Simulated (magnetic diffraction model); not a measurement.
## La2Ce3Ge3: the ordered moment from one line

Space group P6_3/mcm (no. 193), a = 8.8600 Å, c = 6.7290 Å.

| site | atom | x | y | z |
| --- | --- | --- | --- | --- |
| 6g | Ce | 0.7450 | 0.7450 | 1/4 |
| 4d | La | 1/3 | 2/3 | 1/2 |
| 6g | Ge | 0.3859 | 0.3859 | 1/4 |

The compound is invented for this exercise: a known structure type with other elements, its cell scaled to their sizes and not relaxed.

Only Ce is taken to order (form factors of Ce3+); orders and moment sizes are assumed, and not adapted to the symmetry. Radiation: neutrons of λ = 1.8 Å, 3° to 60°; isotropic B of 0.37 Å² (Ce), 0.35 Å² (La) and 0.41 Å² (Ge). Simulated constant-wavelength pattern: nuclear and magnetic terms add, the magnetic one as |2.695 fm × Σ f S⊥ exp(2πi Q·r) exp(−B s²)|², summed over all Q at one angle with the factor 1/(sin²θ cos θ). For a modulated order the moment at position r is S exp(−2πi k·r) + c.c., with S = m/2 for a sine wave of amplitude m and S = m(u + iv)/2 for moments turning in a plane, u and v being orthogonal unit vectors in it; the phase factor of the sum at Q = H + k is then exp(2πi H·r). Free-ion form factors, Sears's scattering lengths of 1992, no absorption; a label names one of the reflections at its angle. The strongest nuclear line in the range is 100, and lines under 0.2 are left out.

In a first state the assumed order is k = (0 0 1/3), moments turning in the plane of [001] and [010], 1.8 μB on Ce; signs + at (0.7450, 0.7450, 1/4), − at (0, 0.2550, 1/4), + at (0.2550, 0, 1/4), + at (0.2550, 0.2550, 3/4), − at (0, 0.7450, 3/4), + at (0.7450, 0, 3/4), with this pattern:

```csv
2θ (°),index,nuclear,magnetic
5.11,(0 0 1/3),0.0,5.0
13.47,(1 0 0),22.8,0.0
14.42,(1 0 1/3),0.0,5.5
16.95,(0 1 2/3),0.0,8.1
24.01,(1 1 1/3),0.0,1.8
24.65,(0 1 4/3),0.0,3.4
25.64,(1 -2 2/3),0.0,1.4
27.14,(2 0 0),0.7,0.0
27.63,(2 0 1/3),0.0,6.2
28.16,(1 1 1),13.7,0.0
29.18,(1 0 5/3),0.0,0.9
31.03,(0 0 2),12.2,0.0
31.37,(1 -2 4/3),0.0,0.9
33.97,(1 0 2),9.1,0.0
35.11,(1 1 5/3),0.0,0.6
36.16,(2 1 0),19.2,0.0
```
(The table stops after 16 lines; 36 more lie at higher angle.)

**Question.** Nearer the ordering temperature the line at 16.95° has total intensity 0.7 on the same scale, and all moments have shrunk alike. How large is the Ce moment?

The nuclear part, 0.0, stays, so the magnetic part is 0.7 against 8.1. It goes as m², so m = 1.8 × √(0.7/8.1) = 0.53 μB; the value used was 0.54 μB.

[Logs are printed without paths, hosts, clocks, repeated set-up lines and the standing remarks that a program may print on its own settings, such as how far it seeks lower states.]
